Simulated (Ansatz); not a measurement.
# HfSiSn in the AlB2 type: lattice stability ahead of a resistivity run, part 3 of 3

Question: is the lattice of HfSiSn in the AlB2 type stable, and if so, what are its coupling constant and resistivity?

Ansatz 0.2.0; DFT PBE, scalar-relativistic, plane waves, PAW; PAW set soft_1.

So far, lowest on path (cm⁻¹): step 5 (phonons: q 2×2×2, k 4×4×6) -190. The relaxed cell has a = 4.894, c = 2.907 Å (conventional setting).

The structure was built from a prototype and need not be the compound's stable phase.

## (6) Phonons: q 3×3×2, k 6×6×8

An imaginary mode on so few k-points may come from the sampling, so the phonons are repeated with another q and k mesh.

The input, input.yaml:

```yaml
crystal:
  lattice:
    - [4.8944771814, 0.0, 0.0]
    - [-2.4472385907, 4.2387415773, 0.0]
    - [0.0, 0.0, 2.9072296611]
  atoms:
    - { symbol: Hf, position: [0.0, 0.0, 0.0] }
    - { symbol: Si, position: [0.3333333333, 0.6666666667, 0.5] }
    - { symbol: Sn, position: [0.6666666667, 0.3333333333, 0.5] }
kpoints:
  mp_grid: { grid: [6, 6, 8] }
hamiltonian:
  xc: pbe
  pseudopotentials: { kind: paw, azcp: { folder: soft_1 } }
scf:
  occupations: { method: methfessel_paxton, width: 0.2 }
output:
  eigenvalues: true
phonons:
  method: dfpt
  qmesh: [3, 3, 2]
  temperatures: { t_max: 1000, t_step: 50 }
  qpath:
    path:
      - [[0.0, 0.0, 0.0], [0.5, 0.0, 0.0], [0.33333333, 0.33333333, 0.0], [0.0, 0.0, 0.0], [0.0, 0.0, 0.5], [0.5, 0.0, 0.5], [0.33333333, 0.33333333, 0.5], [0.0, 0.0, 0.5]]
      - [[0.5, 0.0, 0.5], [0.5, 0.0, 0.0]]
      - [[0.33333333, 0.33333333, 0.5], [0.33333333, 0.33333333, 0.0]]
    npoints: 10
```

The run is started by

```sh
$ ansatz run input.yaml --threads 4 --pin off --max-ram 12288MiB --backend cpu --events-out ev --progress --plain --runs-dir out
```

Numbers of over 12 decimals in the logs are rounded to 6 here.

The program printed:

```text
[...]
Crystal: 3 atoms, lattice volume = 60.315 Å³
Basis set: ecut = 420 eV, 1191 PW (Γ), exchange–correlation on 72×72×40 points (8 copies of the dense FFT grid, shifted against one another)
Bands: 27, of which v1, the nominal top of the filled ones, is band 22 counted from 1 (21 counted from 0)
Symmetry: 12 space group operations
k-points: 35 of 288 (time reversal used)
[...]
SCF iter   1: F=—  HF=-22383.639107 eV  |F-HF|=—  |Δ(HF+E_count)|=         —  Δρ=5.98e-2  dr2=6.67e0  ethr=3.10e-3  ⟨swp⟩=5.5  Hψ=3828  notcnv=0
[...]
SCF iter  12: F=-22382.021724 eV  HF=-22382.021724 eV  |F-HF|=0.00e0  |Δ(HF+E_count)|=    0.00e0  S|Δr|=    0.00e0  Δρ=1.26e-7  dr2=8.50e-12  ethr=1.00e-12  ⟨swp⟩=6.9  Hψ=5495  notcnv=0
SCF 1 converged in 12 iterations: F = -22382.021724 eV  dr2 = 8.50e-12
[...]
SCF iter   4: F=-22382.021724 eV  HF=-22382.021724 eV  |F-HF|=0.00e0  |Δ(HF+E_count)|=  1.09e-11  S|Δr|=    0.00e0  Δρ=8.81e-8  dr2=3.90e-12  ethr=1.00e-12  ⟨swp⟩=4.1  Hψ=2702  notcnv=0
SCF 2 converged in 4 iterations: F = -22382.021724 eV  dr2 = 3.90e-12
[...]
SCF converged after 12 iterations
[...]
Free energy (F): -22382.021724 eV
[...]
Internal energy: -22382.028381 eV  (E = F + TS)
E sigma→0 (E₀):  -22382.023388 eV
Entropy (-TS):   0.006656 eV (2.219 meV/atom)
Fermi energy:    14.483211 eV
[...]
--- Band table (eV; the first three rows and the last of 35) ---
  k-point 0: bands = [... 18 lower, 10.0480, 10.0480, 12.4191, 13.9863, 13.9863, 18.5598, 18.6292, 18.6292, ... 1 higher]
  k-point 1: bands = [... 18 lower, 10.3265, 10.3265, 13.0264, 13.8017, 13.8017, 16.6628, 18.5419, 18.5419, ... 1 higher]
  k-point 2: bands = [... 18 lower, 11.1403, 11.1403, 12.7489, 13.2815, 13.2815, 15.8382, 17.9724, 17.9724, ... 1 higher]
  k-point 34: bands = [... 18 lower, 10.4056, 10.7056, 11.7710, 13.9985, 14.8237, 15.1768, 16.7819, 16.8646, ... 1 higher]
[...]
ASR residual: 5.446e-5 → 0.000e0 eV/Å²; symmetrization residual: 3.311e-6 eV/Å²
  ASR residual per site (eV/Å²): 2.33e-5 5.45e-5 2.95e-5
  Γ frequencies (cm⁻¹): 0.00 0.00 0.00 35.64 72.24 75.75 75.75 218.36 218.36
--- Phonons (arbitrary-q DFPT): 6 irreducible q on the 3×3×2 mesh ---
[...]
interpolated dispersion: 93 rows × 9 modes
[...]
```

Elapsed: 2.8 min, on 4 threads of Arm Neoverse V1, shared host; peak memory 0.74 GiB.

Numbers from this step:

```yaml
share_of_imaginary_modes_in_the_plain_interpolation_between_solved_wavevectors: 0.1082
highest_frequency_solved_or_plainly_interpolated: 234.8 cm⁻¹
```

Solved on the 3×3×2 mesh alone; all other wavevectors are interpolated. Phonon branches along the path, in cm⁻¹:

```
    point  branch 1  branch 2  branch 3  branch 4  branch 5  branch 6  branch 7  branch 8  branch 9
        Γ         0         0         0        36        72        76        76       218       218
  halfway        -5         5        60        61        70        93       113       201       215
        M       -30        14        68        72        82        98       106       200       215
  halfway       -46        28        62        64        70        73       132       202       215
        K       -56        38        40        60        61        67       142       204       215
  halfway       -13        10        59        64        69        91       121       199       214
        Γ         0         0         0        36        72        76        76       218       218
  halfway       -80        62        62        93        93       110       139       225       225
        A      -122        92        92        96        96       152       188       233       233
  halfway      -125        84        87        89        97       169       190       228       234
        L      -138        74        84        92        99       180       190       223       235
  halfway      -143        62        81       100       110       178       190       225       232
        H      -148        53        81       106       117       176       189       228       228
  halfway      -128        77        83        93       102       171       190       228       233
        A      -122        92        92        96        96       152       188       233       233
jump to L      -138        74        84        92        99       180       190       223       235
  halfway       -90        40        82        97       100       132       148       212       224
        M       -30        14        68        72        82        98       106       200       215
jump to H      -148        53        81       106       117       176       189       228       228
  halfway      -100         4        62        80       129       134       145       216       220
        K       -56        38        40        60        61        67       142       204       215
```

The phonon branches as a text plot (rows in cm⁻¹):

```
    227 |                 ****************************   ****
    211 |*****************                        *******   *****
    195 |   *****  ***          ******************     ***
    179 |                      *    *********    **      ***
    163 |                    **   **         **   **      **
    147 |        **         *  ***             **  **       * ***
    131 |       *  **        **                     **     ***
    115 |   ** *     *     **           ****         **  **  **
     99 | *****      **    *********************************
     83 |*** ***    * ******  **  *************  ********** * **
     67 |****************   **        **   **    *    ***  ******
     51 | **    *  * ***  **            ***       **     **  ****
     35 |**     ****  ****                          ** *   *    *
     19 |*** ***    * ** **                             *
      3 |*  *        * **                             *     *
    -13 | ***        **                                        *
    -29 |    ***    *                                 ***    *
    -45 |       *  *                                          **
    -61 |        **        *                         *        * *
    -77 |                   *                                *
    -93 |                    *                      *       *
   -109 |                     **                   *
   -125 |                       *****        **** *        *
   -141 |                            ********    *       **
         Γ    M  K      Γ       A     L  H     A|L     M|H      K
```

Lowest modes at the softest wavevector of the mesh. Modes at q = (-0.333, -0.333, 0.500), with each element's share of the kinetic energy (negative means imaginary):

```
mode  frequency (cm⁻¹)  Hf %  Si %  Sn %
   1            -148.5     7    93     0
   2              53.0     2    18    80
   3              80.8    90     0    10
   4             105.8    93     7     0
   5             117.1     0     0   100
   6             176.0    97     0     3
```

Displacements in mode 1 (-148.5 cm⁻¹), the largest set to 1, in the home cell (x, y, z of the real part, then of the imaginary part):
```
Hf1 0.00 0.08 0.00 0.08 0.00 0.00
Si2 0.00 0.00 1.00 0.00 0.00 0.00
Sn3 0.00 0.00 0.00 0.00 0.00 0.00
```

Displacements in mode 2 (53.0 cm⁻¹), the largest set to 1, in the home cell (x, y, z of the real part, then of the imaginary part):
```
Hf1  0.00  0.00  0.18  0.00  0.00  0.00
Si2  0.00 -0.97  0.00  0.97  0.00  0.00
Sn3  0.87  0.50  0.00  0.50 -0.87  0.00
```

The modes has structure finer than the step of the table below, so its rows give means over 10 cm⁻¹, whole bins alone (the curve runs from -157 to 252 cm⁻¹). Peaks (cm⁻¹: height): Hf 92.2: 0.0555, 174.5: 0.0144; Si -121.3: 0.0121, 66.5: 0.00989, 220.8: 0.0658; Sn 71.6: 0.0238, 99.9: 0.0291, 151.3: 0.0101, 164.2: 0.0115, 187.3: 0.0199, 218.2: 0.0161.

Phonopy on the run's constants, 13x13x19 mesh, Gaussian sigma 2.9 cm⁻¹. The modes by wavenumber; means over each step; values in 1/cm⁻¹/cell:

```
wavenumber (cm⁻¹)       Hf       Si       Sn
             -150   7.4e-5   9.7e-4        0
             -140   5.0e-4  0.00610   3.0e-6
             -130   7.8e-4  0.00997   3.1e-5
             -120   7.1e-4   0.0110   9.1e-5
             -110   5.6e-4  0.00750   5.9e-5
             -100   5.6e-4  0.00640   5.0e-5
              -90   4.8e-4  0.00479   3.8e-5
              -80   5.1e-4  0.00424   5.7e-5
              -70   6.5e-4  0.00484   6.2e-5
              -60   4.0e-4  0.00270   3.4e-4
              -50  0.00105  0.00330  0.00216
              -40  0.00181  0.00573  0.00287
              -30  0.00156  0.00169  0.00298
              -20  0.00142  0.00125  0.00260
              -10  0.00133   6.2e-4  0.00157
                0   1.0e-3   3.7e-4   7.7e-4
               10  0.00274  0.00168  0.00243
               20  0.00425  0.00206  0.00388
               30  0.00773  0.00381  0.00579
               40  0.00801  0.00592  0.00776
               50   0.0123  0.00574   0.0118
               60   0.0199  0.00896   0.0173
               70   0.0289  0.00845   0.0226
               80   0.0403  0.00479   0.0200
               90   0.0485  0.00627   0.0223
              100   0.0304  0.00513   0.0279
              110   0.0132  0.00263   0.0242
              120   0.0103  0.00200   0.0199
              130   0.0103   9.2e-4   0.0156
              140  0.00738   2.7e-4  0.00764
              150   0.0104   1.7e-4  0.00762
              160   0.0105   1.4e-4  0.00581
              170   0.0131   1.6e-4  0.00762
              180  0.00660   1.6e-4   0.0122
              190  0.00118   7.8e-4   0.0134
              200   1.4e-4   0.0193  0.00270
              210   1.8e-4   0.0342  0.00646
              220   3.2e-4   0.0634   0.0135
              230   1.1e-4   0.0461  0.00706
              240   3.7e-6  0.00534   8.2e-4
```

No LO-TO term; unit eigenvectors of the mass-weighted matrix. The modes at Γ (shares of kinetic energy by element, %):

```
mode  frequency (cm⁻¹)  symmetry  Hf %  Si %  Sn %
   1               0.0   unnamed    55     9    36
   2               0.0   unnamed    55     9    36
   3               0.0   unnamed    55     9    36
   4              35.6      A2''    20    79     1
   5              72.2      A2''    25    13    62
   6              75.7        E'    44    21    35
   7              75.7        E'    44    21    35
   8             218.4        E'     1    71    28
   9             218.4        E'     1    71    28
```

Displacements in mode 4 (35.6 cm⁻¹), the largest set to 1:
```
Hf1  0.00  0.00 -0.20
Si2  0.00  0.00  1.00
Sn3  0.00  0.00  0.06
```

Displacements in mode 9 (218.4 cm⁻¹), the largest set to 1:
```
Hf1  0.00  0.05  0.00
Si2  0.00  1.00  0.00
Sn3  0.00 -0.31  0.00
```

Among the solved wavevectors the lowest mode, translations apart, is -148 cm⁻¹, imaginary.

## (7) Lattice stability: Fermi–Dirac smearing of 0.3 eV

The phonons are repeated on the same meshes with a wide Fermi–Dirac smearing, to see whether the soft mode comes from sharp features of the Fermi surface.

input.yaml: that of step 6 with these lines changed.

```diff
@@ -15,3 +15,3 @@
 scf:
-  occupations: { method: methfessel_paxton, width: 0.2 }
+  occupations: { method: fermi_dirac, width: 0.3 }
 output:
```

The program printed:

```text
[...]
band count auto-derived: 29 (N_el = 44.0; filled up to band 22; 27 by the electrons, moments and atoms)
[...]
Crystal: 3 atoms, lattice volume = 60.315 Å³
Basis set: ecut = 420 eV, 1191 PW (Γ), exchange–correlation on 72×72×40 points (8 copies of the dense FFT grid, shifted against one another)
Bands: 29, of which v1, the nominal top of the filled ones, is band 22 counted from 1 (21 counted from 0)
Symmetry: 12 space group operations
k-points: 35 of 288 (time reversal used)
[...]
SCF iter   1: F=—  HF=-22383.901317 eV  |F-HF|=—  |Δ(HF+E_count)|=         —  Δρ=5.99e-2  dr2=6.68e0  ethr=3.10e-3  ⟨swp⟩=5.5  Hψ=4000  notcnv=0
[...]
SCF iter  12: F=-22382.295219 eV  HF=-22382.295219 eV  |F-HF|=1.46e-11  |Δ(HF+E_count)|=    0.00e0  Δρ=1.18e-7  dr2=7.52e-12  ethr=1.00e-12  ⟨swp⟩=6.2  Hψ=5008  notcnv=0
SCF 1 converged in 12 iterations: F = -22382.295219 eV  dr2 = 7.52e-12
[...]
SCF iter   4: F=-22382.295219 eV  HF=-22382.295219 eV  |F-HF|=0.00e0  |Δ(HF+E_count)|=    0.00e0  Δρ=6.54e-8  dr2=2.22e-12  ethr=1.00e-12  ⟨swp⟩=3.0  Hψ=2213  notcnv=0
SCF 2 converged in 4 iterations: F = -22382.295219 eV  dr2 = 2.22e-12
[...]
SCF converged after 12 iterations
Free energy (F): -22382.295219 eV
[...]
Internal energy: -22381.745904 eV  (E = F + TS)
E sigma→0 (E₀):  -22382.020561 eV
Entropy (-TS):   -0.549316 eV (-183.105 meV/atom)
Fermi energy:    14.529568 eV
[...]
--- Band table (eV; the first three rows and the last of 35) ---
  k-point 0: bands = [... 18 lower, 10.0579, 10.0579, 12.3146, 13.9823, 13.9823, 18.5476, 18.5756, 18.5756, ... 3 higher]
  k-point 1: bands = [... 18 lower, 10.3363, 10.3363, 12.9287, 13.7890, 13.7890, 16.6709, 18.5018, 18.5018, ... 3 higher]
  k-point 2: bands = [... 18 lower, 11.1497, 11.1497, 12.7468, 13.2518, 13.2518, 15.7576, 17.9738, 17.9738, ... 3 higher]
  k-point 34: bands = [... 18 lower, 10.4294, 10.7321, 11.7620, 14.0043, 14.7860, 15.1432, 16.7838, 16.8650, ... 3 higher]
[...]
ASR residual: 2.497e-3 → 0.000e0 eV/Å²; symmetrization residual: 2.326e-6 eV/Å²
  ASR residual per site (eV/Å²): 2.50e-3 9.84e-5 9.12e-5
  Γ frequencies (cm⁻¹): -13.16 0.00 0.00 0.00 68.12 91.84 91.84 207.58 207.58
--- Phonons (arbitrary-q DFPT): 6 irreducible q on the 3×3×2 mesh ---
[...]
interpolated dispersion: 93 rows × 9 modes
[...]
```

The job ended after 2.9 min (4 threads; peak memory 0.77 GiB; 11 min of CPU time).

Numbers from this step:

```yaml
share_of_imaginary_modes_in_the_plain_interpolation_between_solved_wavevectors: 0.1167
highest_frequency_solved_or_plainly_interpolated: 230.1 cm⁻¹
```

Solved on the 3×3×2 mesh alone; all other wavevectors are interpolated. The phonon branches at the labelled points (cm⁻¹):

```
    point  branch 1  branch 2  branch 3  branch 4  branch 5  branch 6  branch 7  branch 8  branch 9
        Γ       -13         0         0         0        68        92        92       208       208
  halfway       -12        -3        42        56        65        96       108       196       206
        M       -32        11        53        65        68        96       107       195       208
  halfway       -37        26        50        55        61        73       129       195       210
        K       -39        32        39        48        56        64       138       195       211
  halfway       -16        13        44        56        64        89       117       194       207
        Γ       -13         0         0         0        68        92        92       208       208
  halfway       -79        52        52        97        97       118       140       217       217
        A      -114        80        80        92        92       165       190       229       229
  halfway      -122        74        78        82        96       170       190       222       229
        L      -131        67        73        83        98       176       190       214       230
  halfway      -132        55        70        90       106       176       190       214       228
        H      -133        44        70        96       112       177       190       214       226
  halfway      -124        71        75        81       100       172       190       221       229
        A      -114        80        80        92        92       165       190       229       229
jump to L      -131        67        73        83        98       176       190       214       230
  halfway       -89        28        72        92       100       129       146       204       219
        M       -32        11        53        65        68        96       107       195       208
jump to H      -133        44        70        96       112       177       190       214       226
  halfway       -94        16        59        72       129       129       144       205       218
        K       -39        32        39        48        56        64       138       195       211
```

The phonon branches as a text plot (rows in cm⁻¹):

```
    223 |                   **************************   *****
    207 |*******************          *****      ****************
    192 |  ***********          ******************    ****    ***
    177 |                     **   ***********   **      ***
    162 |                    * ****           *** **      **
    147 |                   * *                    **       *
    132 |       ****         *                      **      *****
    117 |   *  *    **     **            **          **  *** *
    101 | *****       **   *****  *************  ********     *
     86 |*     *    *******     **** ****  ************  ***  **
     71 |*********** *****    **  *************  ***** ******* **
     56 |   **********    * **         **  *     *    ***   *****
     41 | ***    ******    *             **       **   * ***    *
     26 | *     *  ** ** **                         *  *        *
     10 |** ****     *** *                           *  *   *
     -5 |***          ***
    -20 |   *       **  **                            *      *
    -35 |    *******      *                            **     ***
    -50 |                                             *       *
    -65 |                  *                         *
    -80 |                   *                                *
    -96 |                    **                     *       *
   -111 |                      ****           *** **
   -126 |                          ***********   *       ***
         Γ    M  K      Γ       A     L  H     A|L     M|H      K
```

Lowest modes at the softest wavevector of the mesh. Modes at q = (0.333, 0.333, 0.500), with each element's share of the kinetic energy (negative means imaginary):

```
mode  frequency (cm⁻¹)  Hf %  Si %  Sn %
   1            -133.4     9    91     0
   2              44.0     2    19    79
   3              70.4    93     0     7
   4              95.7    91     9     0
   5             111.7     0     0   100
   6             177.1    98     0     2
```

Displacements in mode 1 (-133.4 cm⁻¹), the largest set to 1, in the home cell (x, y, z of the real part, then of the imaginary part):
```
Hf1  0.00 -0.09  0.00  0.09  0.00  0.00
Si2  0.00  0.00 -1.00  0.00  0.00  0.00
Sn3  0.00  0.00  0.00  0.00  0.00  0.00
```

Displacements in mode 5 (111.7 cm⁻¹), the largest set to 1, in the home cell (x, y, z of the real part, then of the imaginary part):
```
Hf1  0.00  0.00  0.00  0.00  0.00  0.00
Si2  0.00  0.00  0.00  0.00  0.00  0.00
Sn3 -0.87 -0.50  0.00 -0.50  0.87  0.00
```

Among the solved wavevectors the lowest mode, translations apart, is -133 cm⁻¹, imaginary.

Between step 6 and this run (occupations Fermi-Dirac and smearing width 0.3 eV) the value for the lowest on path moves from -149 cm⁻¹ to -133 cm⁻¹.

## (8) Outcome

```json
{
 "phonon run of the rows without a label of their own": "PBE, q 3×3×2, k 6×6×8",
 "softest mode on the q mesh": "-148 cm⁻¹ at q = (-0.333, -0.333, 0.5)",
 "highest frequency, solved or plainly interpolated": "235 cm⁻¹"
}
```

The lattice is dynamically unstable at this level: a mode at q = (-0.333, -0.333, 0.5) is imaginary, 148i cm⁻¹, so no harmonic coupling constant or resistivity is defined for this structure. These meshes are coarse, and single modes of a metal can move by tens of cm⁻¹ with the k mesh. The coarser mesh found an imaginary mode at another wavevector, which this mesh lacks. Spin–orbit coupling, left out here, matters for Hf. The phonon runs are not spin-polarised. The structure was built by hand as an ordered model, and its stability against other phases was not tested.

[Logs are printed without paths, hosts, clocks, repeated set-up lines and the standing remarks that a program may print on its own settings, such as how far it seeks lower states.]

[Hosts, paths, dates, database ids (printed as entryN), source tags and the programs' standing remarks are cut or masked in the printed files.]
